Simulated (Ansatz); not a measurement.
# Decaying states in the gap of SrBeSeS, part 3 of 3

Aim: relax a made-up compound, SrBeSeS, and see how good a tunnel barrier it would be. It is built by putting Be for part of the Sr in the Sr2SeS structure of space group R-3m, with the volume rescaled by atomic radii. The parent structure comes from the Materials Project.

Ansatz 0.2.0; LDA DFT, plane waves, PAW files (the session's first sound run).

So far, gap on the k-mesh (eV): step 3 (band edges, LDA) 1.59; step 4 (complex bands, plane (101), LDA) 1.59; step 5 (PBE) 1.75.

The structure was built from a prototype and need not be the compound's stable phase.

**6. Complex bands at another level**

This step: PBE DFT, plane waves, PAW files; complex bands by layer matching along the plane's normal (Ansatz 0.2.0).

The complex bands at that level, over its own gap, at (0, 0) and (-0.5, 0).

Contents of input.yaml:

```yaml
crystal:
  lattice:
    - [6.690894789, 0.0, 0.0]
    - [1.066631689, 3.624325822, 0.0]
    - [1.066631689, 1.655209147, 3.22428602]
  atoms:
    - { symbol: Sr, position: [0.7359566202, 0.7546811266, 0.7546811266] }
    - { symbol: Be, position: [0.2498055427, 0.2500648191, 0.2500648191] }
    - { symbol: Se, position: [0.0641551104, 0.9786149632, 0.9786149632] }
    - { symbol: S, position: [0.4500827267, 0.5166390911, 0.5166390911] }
kpoints:
  mp_grid: { grid: [8, 8, 8] }
scf:
  occupations: { method: fixed }
hamiltonian:
  xc: pbe
output:
  eigenvalues: true
  transmission:
    leads: [[0, 0]]
    kpoints: [[0.0, 0.0], [-0.5, 0.0]]
    e_range: [-1.0, 2.75]
    de: 0.07
```

Run with:

```console
ansatz run input.yaml --threads 2 --pin off --max-ram 4096MiB --backend cpu --events-out ev --progress --plain --runs-dir out
```

Numbers of over 12 decimals in the logs are rounded to 6 here.

What it wrote:

```text
[...]
Crystal: 4 atoms, lattice volume = 78.189 Å³
Basis set: ecut = 420 eV, 1527 PW (Γ)
Bands: 21, of which v1, the nominal top of the filled ones, is band 17 counted from 1 (16 counted from 0)
Symmetry: 6 space group operations
[...]
k-points: 65 of 512 (time reversal used)
[...]
SCF iter   1: F=—  HF=-10012.115286 eV  |F-HF|=—  |Δ(HF+E_count)|=         —  Δρ=1.08e-3  dr2=9.39e-4  ethr=1.77e-3  ⟨swp⟩=6.6  Hψ=6810  notcnv=0  defer=77
[...]
SCF iter   6: F=-10012.115377 eV  HF=-10012.115377 eV  |F-HF|=8.66e-9  |Δ(HF+E_count)|=   9.50e-9  Δρ=4.84e-6  dr2=1.61e-8  ethr=2.94e-10  ⟨swp⟩=7.4  Hψ=6287  notcnv=0
SCF 1 converged in 6 iterations: F = -10012.115377 eV  dr2 = 1.61e-8
[...]
transmission: 6 of 12 steps passed
transmission: 12 of 12 steps passed
SCF converged after 6 iterations
Free energy (F): -10012.115377 eV
[...]
Internal energy: -10012.115377 eV  (E = F + TS)
E sigma→0 (E₀):  -10012.115377 eV
Fermi energy:    8.463092 eV
[...]
--- Band table (eV; the first three rows and the last of 65) ---
  k-point 0: bands = [... 13 lower, 7.0771, 7.9516, 7.9516, 8.4631, 10.8978, 11.7196, 12.4671, 12.8772]
  k-point 1: bands = [... 13 lower, 6.7809, 7.3116, 8.0096, 8.1741, 11.3634, 12.0611, 12.6070, 12.8265]
  k-point 2: bands = [... 13 lower, 6.1358, 6.2529, 7.6520, 8.0277, 11.5407, 11.9734, 12.4942, 13.3262]
  k-point 64: bands = [... 13 lower, 7.1920, 7.1920, 7.8639, 7.8639, 11.1621, 12.1859, 12.1859, 12.5108]
--- Transmission ---
  basis      : 219 plane waves across, 6 finite elements along
  points     : 2, as listed
[...]
channels       : 0.000000e0 a spin
[...]
slowest decay  : 0.1956 /Å at (-0.5000, 0.0000)
```

Run time: 33 s. Hardware: 2 threads of Arm Neoverse V2, shared host; peak memory 0.6 GiB; 53 s of CPU time.

Numbers from this step:

| Quantity | Value |
| --- | --- |
| level to which the leads are filled | 0.8746 eV from the Fermi level |
| decay constant at the filling level, zone centre | 0.2436 Å⁻¹ |
| decay constant at the filling level, slowest listed point | 0.1956 Å⁻¹ |

K parallel (0, 0); values up to 1.5 1/Å, a degenerate pair printed once or twice; energies at which all values exceed this have no row. The Im kz of the slowest decaying states by energy, zero at the highest filled level on the SCF mesh:

```
energy (eV)  decay 1 (Å⁻¹)  decay 2 (Å⁻¹)  decay 3 (Å⁻¹)  decay 4 (Å⁻¹)
    -1.0000         0.0210          0.142          0.214          0.742
    -0.7200          0.176          0.222          0.250          0.551
    -0.5100         0.0114          0.135          0.192          0.320
    -0.2300          0.153          0.202          0.379          0.416
    -0.0200          0.203          0.413          0.531          0.571
     0.2600          0.210          0.242          0.454          0.524
     0.4700          0.228          0.296          0.483          0.509
     0.7500          0.240          0.359          0.498          0.529
     1.0300          0.245          0.422          0.489          0.555
     1.2400          0.246          0.483          0.488          0.625
     1.5200          0.223          0.259          0.474          0.483
     1.7300          0.201          0.265          0.465          0.479
     2.0100          0.166          0.266          0.452          0.470
     2.2200          0.125          0.262          0.440          0.463
     2.5000          0.248          0.358          0.395          0.422
```

K parallel (-0.5, 0); values up to 1.5 1/Å, a degenerate pair printed once or twice; energies at which all values exceed this have no row. Im kz of the slowest decaying states against energy, zero at the highest filled level on the SCF mesh:

```
energy (eV)  decay 1 (Å⁻¹)  decay 2 (Å⁻¹)  decay 3 (Å⁻¹)  decay 4 (Å⁻¹)
      -1.00          0.155          0.200          0.236          0.546
      -0.79          0.232          0.256          0.330          0.522
      -0.65          0.204          0.297          0.391          0.495
      -0.44         0.0940          0.297          0.342          0.461
      -0.23          0.133          0.377          0.400          0.472
      -0.09          0.150          0.396          0.454          0.477
      -0.02          0.157          0.405          0.479          0.481
       0.12          0.168          0.422          0.482          0.528
       0.33          0.180          0.444          0.483          0.488
       0.47          0.186          0.457          0.478          0.482
       0.68          0.192          0.460          0.468          0.475
       0.82          0.195          0.431          0.462          0.474
       1.03          0.196          0.381          0.454          0.467
       1.24          0.195          0.323          0.445          0.457
       1.38          0.193          0.276          0.439          0.449
       1.59          0.183          0.187          0.423          0.427
       1.80          0.178          0.367          0.414          0.418
       1.94          0.170          0.328          0.404          0.406
       2.15          0.153          0.263          0.384          0.386
       2.36          0.129          0.178          0.357          0.366
       2.50         0.0835          0.104          0.336          0.351
       2.71          0.297          0.326          0.459          0.551
```

At the listed wavevectors the last open channel is at -0.02 eV and the next at +1.80 eV on the grid. At +0.89 eV, the grid energy nearest the filling level (the middle of the gap on the SCF mesh), the slowest state at the listed wavevectors decays with κ = 0.196 Å⁻¹, its amplitude falling by e over 5.1 Å; the first such run, plane (101), gave 0.190 Å⁻¹ over as many of its listed wavevectors.

**7. A check of the settings**

This step: LDA DFT, plane waves, PAW files; complex bands by layer matching along the plane's normal; changed: output.transmission.kpoints = [[0, 0]], output.transmission.kmesh = [4, 4], scf.max_iter = 80 (Ansatz 0.2.0).

This run repeats an earlier one, its twin (the complex run, plane (101)), with three settings changed (output.transmission.kpoints, scf.max_iter, output.transmission.kmesh; files written aside). The setting was drawn as a possible misstep, on purpose. Where the input is shown as a difference, that is against the step before, not the twin.

input.yaml: that of step 6 with these lines changed.

```diff
@@ -14,4 +14,5 @@
   occupations: { method: fixed }
+  max_iter: 80
 hamiltonian:
-  xc: pbe
+  xc: lda
 output:
@@ -20,4 +21,5 @@
     leads: [[0, 0]]
-    kpoints: [[0.0, 0.0], [-0.5, 0.0]]
-    e_range: [-1.0, 2.75]
+    kpoints: [[0, 0]]
+    e_range: [-1.0, 2.59]
     de: 0.07
+    kmesh: [4, 4]
```

What it wrote:

```text
Error: inconsistent input (output.transmission.kmesh, output.transmission.kpoints): both name the wavevectors across the current: give one
```

Run time: 0.12 s. Hardware: 2 threads; peak memory 0.086 GiB.

The program refused the input before any cycle.

The program's message: “Error: inconsistent input (output.transmission.kmesh, output.transmission.kpoints): both name the wavevectors across the current: give one”

The change that led to it: output.transmission.kpoints = [[0, 0]] and output.transmission.kmesh = [4, 4].

**8. Results**

| Item | Value |
| --- | --- |
| band gap | 1.59 eV |
| least decay constant at mid-gap, normal to (101) | 0.190 Å⁻¹ |
| least decay constant, PBE | 0.196 Å⁻¹ |

**Reading.** With LDA, the slowest decay at the wavevectors tried is κ = 0.190 Å⁻¹, normal to (101). Through such a film the transmission near mid-gap falls as exp(−2κd), a factor of ten every 6.1 Å. A free electron under a barrier of half the gap would need a mass of 0.17 mₑ to decay at this rate. The slowest decay isn't at the zone centre. With PBE the gap goes from 1.59 to 1.75 eV and the decay constant, over the first 2 listed wavevectors, from 0.190 to 0.196 Å⁻¹. The compound is made up by substitution; its stability against other phases and against distortions of the cell's symmetry was not tested. A semilocal functional narrows gaps, so real decay constants are likely larger.

[Logs are printed without paths, hosts, clocks, repeated set-up lines and the standing remarks that a program may print on its own settings, such as how far it seeks lower states.]

[Hosts, paths, dates, database ids (printed as entryN), source tags and the programs' standing remarks are cut or masked in the printed files.]
